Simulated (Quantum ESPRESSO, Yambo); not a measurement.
# A GW chain in Yambo: BaTiO3 (P4mm), part 3 of 3

How does a plane-wave GW calculation on BaTiO3 (P4mm) run from the first input to the gap?

Quantum ESPRESSO 7.5 and Yambo 5.3.0; PBE and many-body steps on it, plane waves. Known limits of the many-body steps: not at the basis limit; coarse k mesh.

So far. Step 3 (Bands along the symmetry lines): The gap is 1.851 eV, as in the run before at this level. Step 4 (Empty states on the mesh, 4×4×4 mesh, 228 bands): On this mesh the gap is 1.851 eV.

### Step 5. Conversion and set-up

This step: Yambo 5.3.0; conversion and set-up on PBE with spin-orbit coupling, plane waves, norm-conserving pseudopotentials.

The states are converted to the many-body program's format and the q mesh is built.

Run with:

```console
(cd o/x.save; p2y > p2y.log; mv SAVE ../..); yambo > setup.log
```

Output:

```text
 Yambo, version 5.3.0

 [02] CORE Variables Setup
 =========================

  [02.01] Unit cells
  ==================

  Cell kind             :  Unknown
  Atoms in the cell     :  Ba  Ti  O
  number of Ba atoms    :  1
  number of Ti atoms    :  1
  number of O  atoms    :  3

  List of atomic masses
  Mass of Ba    :  137.3300
  Mass of Ti    :  47.86700
  Mass of O     :  15.99900

  List of atomic coordinates    : [cc]
  Ba1       :  0.000000  0.000000  0.000000  order 1
  Ti1       :  3.770457  3.770457  3.968466  order 2
  O1       :  3.770457  3.770457  7.442774  order 3
  O2       :  3.770457  0.000000  3.709983  order 4
  O3       :  0.000000  3.770457  3.709983  order 5

  Alat factors          :  7.540914  7.540914  7.602425 [a.u.]
  Direct lattice volume :  432.3148 [a.u.]
  Direct lattice vectors:  A[ 1 ]  A[ 2 ]  A[ 3 ]
   A[ 1 ]:  1.000000  0.000000  0.000000  [iru]
   7.540914  0.000000  0.000000  [cc]
   A[ 2 ]:  0.000000  1.000000  0.000000  [iru]
   0.000000  7.540914  0.000000  [cc]
   A[ 3 ]:  0.000000  0.000000  1.000000  [iru]
   0.000000  0.000000  7.602425  [cc]

  Recip. lattice volume :  0.573772 [a.u.]
  Recip. lattice vectors:  B[ 1 ]  B[ 2 ]  B[ 3 ]
   B[ 1 ]:  1.000000  0.000000  0.000000  [iku]
   0.833213  0.000000  0.000000  [cc]
   B[ 2 ]:  0.000000  1.000000  0.000000  [iku]
   0.000000  0.833213  0.000000  [cc]
   B[ 3 ]:  0.000000  0.000000  1.000000  [iku]
   0.000000  0.000000  0.826471  [cc]

  [02.02] Symmetries
  ==================

  Inversion symmetry    : yes
  Spatial inversion     : no
  Inversion index       :   9
  K-space Time-reversal : yes
  Magnetic symmetries   : no
  Time-reversal derived K-space symmetries:   9  16
  Group table correct   : yes
  Symmetries units      :  [cc]

   [S  1]:  1.000000  0.000000  0.000000  0.000000  1.000000  0.000000  0.000000  0.000000  1.000000
   [S  2]: -1.000000  0.000000  0.000000  0.000000 -1.000000  0.000000  0.000000  0.000000  1.000000
   [S  3]:  0.000000 -1.000000  0.000000  1.000000  0.000000  0.000000  0.000000  0.000000  1.000000
[...]
[S  7]:  0.000000 -1.000000  0.000000 -1.000000  0.000000  0.000000  0.000000  0.000000  1.000000
   [S  8]:  0.000000  1.000000  0.000000  1.000000  0.000000  0.000000  0.000000  0.000000  1.000000
   [S* 9]: -1.000000 -0.000000 -0.000000 -0.000000 -1.000000 -0.000000 -0.000000 -0.000000 -1.000000
   [S*10]:  1.000000 -0.000000 -0.000000 -0.000000  1.000000 -0.000000 -0.000000 -0.000000 -1.000000
     [... 4 further rows ...]
   [S*15]: -0.000000  1.000000 -0.000000  1.000000 -0.000000 -0.000000 -0.000000 -0.000000 -1.000000
   [S*16]: -0.000000 -1.000000 -0.000000 -1.000000 -0.000000 -0.000000 -0.000000 -0.000000 -1.000000

  [02.03] Reciprocal space
  ========================

  nG shells         :  2381
  nG charge         :   38715
  nG WFs            :   5983
  nC WFs            :   4868
[...]
K [14]         [rlu]:  0.250000 -0.500000  0.250000
         WF components:   4828
  [... 3 further k-points ...]
  K [18]         [rlu]: -0.500000 -0.500000 -0.500000
         WF components:   4800

  [02.05] Energies & Occupations
  ==============================

  [X] === General ===
  [X] Electronic Temperature                        :  0.000000  0.000000 [eV K]
  [X] Bosonic    Temperature                        :  0.000000  0.000000 [eV K]
  [X] Finite Temperature mode                       : no
  [X] El. density                                   :  0.62439E+24 [cm-3]
  [X] Fermi Level                                   :  10.49783 [eV]

  [X] === Gaps and Widths ===
  [X] Conduction Band Min                           :  1.850737 [eV]
  [X] Valence Band Max                              :  0.000000 [eV]
  [X] Filled Bands                                  :   40
  [X] Empty Bands                                   :   41  228
  [X] Direct Gap                                    :  2.176911 [eV]
  [X] Direct Gap localized at k                     :  1
  [X] Indirect Gap                                  :  1.850737 [eV]
  [X] Indirect Gap between kpts                     :  18   1
  [X] Last valence band width                       :  0.966233 [eV]
  [X] 1st conduction band width                     :  2.395377 [eV]

  E @ K [ 1]:  [eV]
  -56.47586 -56.47586 -33.17921 -33.17921 -32.54515 -32.54515 -32.49749 -32.49749
[...]
occ @ K [ 1]
[...]
E @ K [ 2]:  [eV]
[...]
occ @ K [ 2]
[...]
E @ K [ 3]:  [eV]
[...]
occ @ K [ 3]
[...]
E @ K [ 8]:  [eV]
[...]
occ @ K [ 8]
[...]
E @ K [ 9]:  [eV]
[...]
occ @ K [ 9]
[...]
E @ K [10]:  [eV]
[...]
occ @ K [10]
[...]
E @ K [11]:  [eV]
[...]
occ @ K [11]
[...]
E @ K [12]:  [eV]
[...]
occ @ K [12]
[...]
E @ K [13]:  [eV]
[...]
occ @ K [13]
[...]
E @ K [14]:  [eV]
[...]
occ @ K [14]
[...]
[... 3 further k-points ...]
  E @ K [18]:  [eV]
[...]
occ @ K [18]
[...]
0.000000  0.000000  0.000000  0.000000  0.000000  0.000000  0.000000  0.000000
   0.000000  0.000000  0.000000  0.000000  0.000000  0.000000  0.000000  0.000000

 [03] Transferred momenta grid and indexing
 ==========================================

 IBZ Q-points                                      :  18
 BZ  Q-points                                      :   64

 K/Q-points units:
 rlu = crystal or reduced units; cc = cartesian coordinates; iku = interal k-units

 Q [ 1]         [rlu]:  0.000000  0.000000  0.000000
 Q [ 2]         [rlu]:  0.000000  0.000000  0.250000
 Q [ 3]         [rlu]:  0.000000  0.000000 -0.500000
[...]
Q [ 8]         [rlu]:  0.000000 -0.500000  0.250000
 Q [ 9]         [rlu]:  0.000000 -0.500000 -0.500000
 Q [10]         [rlu]:  0.250000  0.250000  0.000000
     [... 6 further rows ...]
 Q [17]         [rlu]: -0.500000 -0.500000  0.250000
 Q [18]         [rlu]: -0.500000 -0.500000 -0.500000

  [03.01] X indexes
  =================

   [03.01.01] Sigma indexes
   ========================

 [06] Game Over & Game summary
```

Run time: 6.9 s. Hardware: 1 MPI rank of Arm Neoverse N1, shared host; peak memory 0.24 GiB.

### Step 6. Screening and self-energy, 4×4×4 mesh, 228 bands, screening to 136.1 eV

Now the one-shot GW correction: screening in the RPA, then the self-energy of the levels asked for.

This step: G0W0 on PBE with spin-orbit coupling, plane waves, norm-conserving pseudopotentials.

Contents of gw1.in:

```
HF_and_locXC
gw0
dyson
ppa
em1d
rim_cut
RandQpts= 1000000
RandGvec= 1 RL
EXXRLvcs= 76 Ry
VXCRLvcs= 304 Ry
Chimod= "HARTREE"
% BndsRnXp
 1 | 228 |
%
NGsBlkXp= 10 Ry
% LongDrXp
 1 | 1 | 1 |
%
% GbndRnge
 1 | 228 |
%
DysSolver= "n"
ExtendOut
PPAPntXp= 27.21138 eV
% QPkrange
 18 | 18 | 37 | 44 |
 1 | 1 | 37 | 44 |
%
```

Run with:

```console
OMP_NUM_THREADS=2 mpirun -n 4 yambo -F gw1.in -J gw1 -C gw1 > gw1.log
```

Output:

```text
 Yambo, version 5.3.0

 [02] CORE Variables Setup
 =========================

  [... cell, symmetries and grids as in the set-up ...]

  [02.05] Energies & Occupations
  ==============================

  [X] === General ===
  [X] Electronic Temperature                        :  0.000000  0.000000 [eV K]
  [X] Bosonic    Temperature                        :  0.000000  0.000000 [eV K]
  [X] Finite Temperature mode                       : no
  [X] El. density                                   :  0.62439E+24 [cm-3]
  [X] Fermi Level                                   :  10.49783 [eV]

  [X] === Gaps and Widths ===
  [X] Conduction Band Min                           :  1.850737 [eV]
  [X] Valence Band Max                              :  0.000000 [eV]
  [X] Filled Bands                                  :   40
  [X] Empty Bands                                   :   41  228
  [X] Direct Gap                                    :  2.176911 [eV]
  [X] Direct Gap localized at k                     :  1
  [X] Indirect Gap                                  :  1.850737 [eV]
  [X] Indirect Gap between kpts                     :  18   1
  [X] Last valence band width                       :  0.966233 [eV]
  [X] 1st conduction band width                     :  2.395377 [eV]

 [03] Transferred momenta grid and indexing
 ==========================================

 IBZ Q-points                                      :  18
 BZ  Q-points                                      :   64

 K/Q-points units:
 rlu = crystal or reduced units; cc = cartesian coordinates; iku = interal k-units

 Q [ 1]         [rlu]:  0.000000  0.000000  0.000000
 Q [ 2]         [rlu]:  0.000000  0.000000  0.250000
 Q [ 3]         [rlu]:  0.000000  0.000000 -0.500000
 Q [ 4]         [rlu]:  0.000000  0.250000  0.000000
 Q [ 5]         [rlu]:  0.000000  0.250000  0.250000
 Q [ 6]         [rlu]:  0.000000  0.250000 -0.500000
 Q [ 7]         [rlu]:  0.000000 -0.500000  0.000000
 Q [ 8]         [rlu]:  0.000000 -0.500000  0.250000
 Q [ 9]         [rlu]:  0.000000 -0.500000 -0.500000
 Q [10]         [rlu]:  0.250000  0.250000  0.000000
     [... 6 further rows ...]
 Q [17]         [rlu]: -0.500000 -0.500000  0.250000
 Q [18]         [rlu]: -0.500000 -0.500000 -0.500000

 [04] Coloumb potential Random Integration (RIM)
 ===============================================

  [04.01] RIM initialization
  ==========================

  * Diagonal components only detected *

  8 x (sBL volume)        :  0.071722 [a.u.]
  sBZ random points       :  1000000
  Points outside the sBZ  :   7992674
  RL volume               :  0.573772 [a.u.]
  Integrated volume       :  0.574298 [a.u.]

  [04.02] RIM integrals
  =====================

  Gamma point sphere radius             :  0.075365 [a.u.]
  Points outside the sphere             :   799811
  [Int_sBZ(q=0) 1/q^2]*(Vol_sBZ)^(-1/3) =:  7.678270
                                 should be <:  7.795600

  Summary of Coulomb integrals for non-metallic bands |Q|[au] RIM/Bare

  Q [1] 0.100000E-4 0.984949 * Q [2] 0.206618 1.046119
  Q [4] 0.208303 1.052505 * Q [5] 0.293396 1.049018
  Q [10] 0.294585 1.050977 * Q [11] 0.359821 1.035731
  Q [3] 0.413236 1.019402 * Q [7] 0.416606 1.019496
  Q [6] 0.462768 1.018035 * Q [8] 0.465029 1.017337
  Q [13] 0.465780 1.017829 * Q [12] 0.507488 1.016008
  Q [14] 0.509551 1.015385 * Q [9] 0.586792 1.011894
  Q [16] 0.589170 1.011790 * Q [15] 0.622667 1.010825
  Q [17] 0.624350 1.010447 * Q [18] 0.719643 1.008389

 [05] Dipoles
 ============

  [05.01] Setup: observables and procedures
  =========================================

  [WARNING] [x,Vnl] slows the Dipoles computation. To neglect it rename the ns.kb_pp file

 [06] Dynamic Dielectric Matrix (PPA)
 ====================================

 [WR./gw1//ndb.pp]---------------------------------------------------------------
  Brillouin Zone Q/K grids (IBZ/BZ)                :   18   64   18   64
  RL vectors                                       :   5983 [WF]
  Coulomb cutoff potential                         : none
  Electronic Temperature                           :  0.000000 [K]
  Bosonic    Temperature                           :  0.000000 [K]
  PPA    diel. fun.  energies                      : Perdew, Burke & Ernzerhof(X)+Perdew, Burke & Ernzerhof(C)
  wavefunctions                                    : Perdew, Burke & Ernzerhof(X)+Perdew, Burke & Ernzerhof(C)
  Global Gauge                                     : length
  X matrix size                                    :  253
  X band range                                     :    1  228
  X e/h energy range                               : -1.000000 -1.000000 [eV]
  X Time ordering                                  : R
  X Hxc Kernel                                     : HARTREE
  X Drude frequency                                :  0.000000  0.000000
  X poles                                          :  100.0000 [o/o]
  RL vectors in the sum                            :   5983
  [r,Vnl] included                                 : yes
  Field direction                                  :  0.577350E-5  0.577350E-5  0.577350E-5
  BZ energy Double Grid                            : no
  BZ energy DbGd points                            : 0
  BZ Q point size factor                           : -1.000000
  X Optical Averaged directions                    : none

 [07] Local Exchange-Correlation + Non-Local Fock
 ================================================

 [VXC] Plane waves :   38715
 [EXS] Plane waves :   4897

 QP @ state[ 1 ] K range:  1  1
 QP @ state[ 1 ] b range:   37   44
 QP @ state[ 2 ] K range:  18  18
 QP @ state[ 2 ] b range:   37   44

 [xc] Functional : Perdew, Burke & Ernzerhof(X)+Perdew, Burke & Ernzerhof(C)
 [xc] LIBXC used to calculate xc functional
  PP Number of Atomic Species                      :  3
  NLCC RL compoments                               :   38715
  PP Number of Atomic Species                      :  3
  NLCC RL compoments                               :   38715

 [xc] E_xc :  -21.67812 [Ha]
      E_xc :  -43.35624 [Ry]

  Local XC kind (lXC) : Perdew, Burke & Ernzerhof(X)+Perdew, Burke & Ernzerhof(C)
  Non-Local XC kind (nlXC) : Hartree-Fock

  Corrections @ K [1] :  [eV]
 <37|nlXC|37> = -24.49914 -0.13182E-16 <37|lXC|37> = -20.05358 -0.28323E-15
 <38|nlXC|38> = -24.49890 -0.75185E-17 <38|lXC|38> = -20.05359  0.11801E-15
 <39|nlXC|39> = -24.36740 -0.16003E-16 <39|lXC|39> = -19.98799  0.29503E-17
 <40|nlXC|40> = -24.36740 -0.41492E-17 <40|lXC|40> = -19.98799  0.15120E-16
 <41|nlXC|41> = -11.40188 -0.67144E-18 <41|lXC|41> = -18.77530 -0.18882E-15
 <42|nlXC|42> = -11.40188  0.12662E-17 <42|lXC|42> = -18.77530  0.18882E-15
 <43|nlXC|43> = -12.09448  0.57965E-18 <43|lXC|43> = -19.06129  0.74125E-16
 <44|nlXC|44> = -12.09447 -0.53494E-18 <44|lXC|44> = -19.06129 -0.31531E-16

  Corrections @ K [18] :  [eV]
 <37|nlXC|37> = -24.89558  0.13259E-16 <37|lXC|37> = -19.96125 -0.13276E-16
 <38|nlXC|38> = -24.89558  0.59852E-17 <38|lXC|38> = -19.96125  0.54580E-16
 <39|nlXC|39> = -24.95872  0.12079E-16 <39|lXC|39> = -20.00547 -0.11801E-15
 <40|nlXC|40> = -24.95872 -0.47481E-17 <40|lXC|40> = -20.00546  0.000000
 <41|nlXC|41> = -13.14075  0.75709E-18 <41|lXC|41> = -21.86327  0.000000
 <42|nlXC|42> = -13.14075 -0.61062E-18 <42|lXC|42> = -21.86327  0.70806E-16
 <43|nlXC|43> = -13.26050  0.55667E-18 <43|lXC|43> = -21.86940 -0.47204E-16
 <44|nlXC|44> = -13.26050  0.39528E-18 <44|lXC|44> = -21.86940 -0.47204E-16

  [07.01] Hartree-Fock occupations report
  =======================================

  [Hartree-Fock] === General ===
  [Hartree-Fock] Electronic Temperature             :  0.000000  0.000000 [eV K]
  [Hartree-Fock] Bosonic    Temperature             :  0.000000  0.000000 [eV K]
  [Hartree-Fock] Finite Temperature mode            : no
  [Hartree-Fock] El. density                        :  0.62439E+24 [cm-3]
  [Hartree-Fock] Fermi Level                        :  10.49783 [eV]

  [Hartree-Fock] === Gaps and Widths ===
  [Hartree-Fock] Conduction Band Min                :  1.925005 [eV]
  [Hartree-Fock] Valence Band Max                   : -0.036574 [eV]
  [Hartree-Fock] Filled Bands                       :   40
  [Hartree-Fock] Empty Bands                        :   41  228
  [Hartree-Fock] Direct Gap                         :  2.442520 [eV]
  [Hartree-Fock] Direct Gap localized at k          :  2
  [Hartree-Fock] Indirect Gap                       :  1.961579 [eV]
  [Hartree-Fock] Indirect Gap between kpts          :  17   2
  [Hartree-Fock] Last valence band width            :  4.916681 [eV]
  [Hartree-Fock] 1st conduction band width          :  11.04362 [eV]

 [08] Dyson equation: Newton solver
 ==================================

  [08.01] G0W0 (W PPA)
  ====================

  [  GW  ] Bands range     :    1  228
  [GW/PPA] G damping       :  0.100000 [eV]

  QP @ state[ 1 ] K range:  1  1
  QP @ state[ 1 ] b range:   37   44
  QP @ state[ 2 ] K range:  18  18
  QP @ state[ 2 ] b range:   37   44

   Sc/G bands                                       :    1  228
   Sc/G damping                                     :  0.100000 ev
   Sc bands terminator                              : no
   Sx RL components                                 :   4897

   QP @ state[ 1 ] K range                          :  1  1
   QP @ state[ 1 ] b range                          :   37   44
   QP @ state[ 2 ] K range                          :  18  18
   QP @ state[ 2 ] b range                          :   37   44
   GF energies kind                                 : Perdew, Burke & Ernzerhof(X)+Perdew, Burke & Ernzerhof(C)
   GF WF`s kind                                     : Perdew, Burke & Ernzerhof(X)+Perdew, Burke & Ernzerhof(C)
   Xs energies kind                                 : Perdew, Burke & Ernzerhof(X)+Perdew, Burke & Ernzerhof(C)
   Xs WF`s kind                                     : Perdew, Burke & Ernzerhof(X)+Perdew, Burke & Ernzerhof(C)

 [11] Game Over & Game summary
```

The job ended after 44 min (4 MPI ranks; peak memory 5.5 GiB).

This step gave:

```yaml
g0w0_gap_on_the_points_computed: 3.336 eV
starting_gap_on_the_mesh: 1.851 eV
k_of_the_valence_top: -0.5, -0.5, -0.5
k_of_the_conduction_bottom: 0, 0, 0
least_direct_g0w0_gap_on_the_computed_points: 3.675 eV
z_at_the_valence_top: 0.7639
z_at_the_conduction_bottom: 0.7783
```

The gap on the mesh goes from 1.85 eV to 3.34 eV, a correction of +1.49 eV.

Limits: finite bands, cutoff and mesh; coarse k mesh. v1 is the top filled band, c1 the lowest empty one. The levels before and after the correction (eV, zero at the valence-band top of each column):

```
           conduction bottom  valence top
Kohn-Sham               1.85         0.00
     G0W0               3.34         0.00
```

```
                            level  energy (eV)
Kohn-Sham                    Γ v3       -0.362
Kohn-Sham                 Γ v2-v1       -0.326
Kohn-Sham                 Γ c1-c2        1.851
Kohn-Sham                    Γ c3        2.207
Kohn-Sham     (-0.5 -0.5 -0.5) v3       -0.171
Kohn-Sham  (-0.5 -0.5 -0.5) v2-v1        0.000
Kohn-Sham  (-0.5 -0.5 -0.5) c1-c2        4.246
Kohn-Sham     (-0.5 -0.5 -0.5) c3        4.256
     G0W0                    Γ v3       -0.378
     G0W0                 Γ v2-v1       -0.339
     G0W0                 Γ c1-c2        3.336
     G0W0                    Γ c3        3.720
     G0W0     (-0.5 -0.5 -0.5) v3       -0.204
     G0W0  (-0.5 -0.5 -0.5) v2-v1        0.000
     G0W0  (-0.5 -0.5 -0.5) c1-c2        6.034
     G0W0     (-0.5 -0.5 -0.5) c3        6.140
```

### Step 7. Where the time went

Times are wall times on the hardware named with each run. The host was busy with other work, so they are no guide to cost.

```
                          step     time  share  memory (GiB)
                  ground state  2.9 min    6 %           1.3
bands along the symmetry lines     76 s    3 %          0.89
      empty states on the mesh  2.3 min    5 %           1.2
         conversion and set-up    6.9 s    0 %          0.24
     screening and self-energy   44 min   87 %           5.5
```

### Step 8. Outcome

```json
{"PBE gap": "1.85 eV, indirect", "G0W0 gap on the mesh": "3.34 eV", "GW settings": "4×4×4 mesh, 228 bands, screening to 136.1 eV, Godby-Needs plasmon pole", "known limits": "not at the basis limit; coarse k mesh"}
```

**Reading.** G0W0 moves the gap on the mesh from 1.85 eV to 3.34 eV (+1.49 eV), with Z of 0.76 and 0.78 at the edges. Only 2 of the mesh's irreducible points were corrected, so a valley elsewhere could overtake. The dearest step here is «screening and self-energy». Bands and cutoff are finite, so the gap is not at the basis limit. The miss can reach some tenths of an eV and take either sign; the mesh is an error of its own. In the G0W0 run levels were corrected at 2 k points alone, so a gap called «on the mesh» is the least over those, and an edge elsewhere would be missed. The 4×4×4 mesh is coarse for this cell, which bears on the long-range parts of exchange and screening.

[Paths, hosts, dates, memory and timing lines, banners, echoed tables and standing remarks are left out of the program output.]

[Logs are printed without paths, hosts, clocks, repeated set-up lines and the standing remarks that a program may print on its own settings, such as how far it seeks lower states.]

[Runs of the session that timed out or met a known fault of the program may be left out.]

[Hosts, paths, dates, database ids (printed as entryN), source tags and the programs' standing remarks are cut or masked in the printed files.]
